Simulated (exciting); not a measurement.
The Cd L₃ edge of atom 1 in KCdF3, space group Pm-3m, with 6 F at 2.19 Å (octahedral, site symmetry m-3m), was computed at 2 levels: exchange and screened direct term (singlet BSE) and independent particles. Common settings: exciting, all-electron LAPW+lo, LDA, 3×3×3 shifted k points, 35 conduction bands, |G+q| up to 3 bohr⁻¹ (2 in the exchange term), full RPA screening with nempty = 62, Lorentzian half width 1.25 eV.

Energy from the Kohn–Sham onset, core level to the lowest empty state found on the meshes used; all runs on one relative scale:

| E (eV) | run 1 | run 2 |
| --- | --- | --- |
| -6.5 | 0.04 | 0.02 |
| -6.0 | 0.04 | 0.02 |
| -5.5 | 0.04 | 0.02 |
| -5.0 | 0.05 | 0.02 |
| -4.5 | 0.06 | 0.03 |
| -4.0 | 0.07 | 0.03 |
| -3.5 | 0.09 | 0.03 |
| -3.0 | 0.12 | 0.03 |
| -2.5 | 0.16 | 0.04 |
| -2.0 | 0.20 | 0.04 |
| -1.5 | 0.22 | 0.04 |
| -1.0 | 0.20 | 0.05 |
| -0.5 | 0.19 | 0.06 |
| 0.0 | 0.19 | 0.08 |
| 0.5 | 0.20 | 0.09 |
| 1.0 | 0.22 | 0.11 |
| 1.5 | 0.23 | 0.14 |
| 2.0 | 0.24 | 0.17 |
| 2.5 | 0.26 | 0.19 |
| 3.0 | 0.30 | 0.21 |
| 3.5 | 0.35 | 0.21 |
| 4.0 | 0.42 | 0.21 |
| 4.5 | 0.50 | 0.22 |
| 5.0 | 0.59 | 0.23 |
| 5.5 | 0.64 | 0.25 |
| 6.0 | 0.63 | 0.29 |
| 6.5 | 0.60 | 0.32 |
| 7.0 | 0.60 | 0.36 |
| 7.5 | 0.64 | 0.39 |
| 8.0 | 0.70 | 0.38 |
| 8.5 | 0.76 | 0.38 |
| 9.0 | 0.79 | 0.39 |
| 9.5 | 0.81 | 0.43 |
| 10.0 | 0.84 | 0.46 |
| 10.5 | 0.89 | 0.49 |
| 11.0 | 0.98 | 0.50 |
| 11.5 | 1.12 | 0.51 |
| 12.0 | 1.27 | 0.53 |
| 12.5 | 1.36 | 0.57 |
| 13.0 | 1.29 | 0.63 |
| 13.5 | 1.12 | 0.75 |
| 14.0 | 0.97 | 0.93 |
| 14.5 | 0.87 | 1.11 |
| 15.0 | 0.80 | 1.18 |
| 15.5 | 0.74 | 1.15 |
| 16.0 | 0.71 | 1.09 |
| 16.5 | 0.70 | 1.03 |
| 17.0 | 0.70 | 0.96 |
| 17.5 | 0.71 | 0.90 |
| 18.0 | 0.74 | 0.84 |
| 18.5 | 0.79 | 0.80 |
| 19.0 | 0.84 | 0.77 |
| 19.5 | 0.89 | 0.77 |
| 20.0 | 0.96 | 0.80 |
| 20.5 | 1.04 | 0.83 |
| 21.0 | 1.07 | 0.88 |
| 21.5 | 1.06 | 0.96 |
| 22.0 | 1.03 | 1.05 |
| 22.5 | 1.04 | 1.13 |

**Question.** Which run is which, and why?

Run 1: exchange and screened direct term (singlet BSE); highest local maximum in the window at 12.5 eV. Run 2: independent particles; highest local maximum in the window at 15.0 eV. The attractive direct term pulls weight down: the curves pass 0.20 at -1.9 and 2.9 eV in the order of the runs. Fine structure above the first lines is partly noise of the 27-point mesh.

[Hosts, paths, dates, database ids (printed as entryN), source tags and the programs' standing remarks are cut or masked in the printed files.]
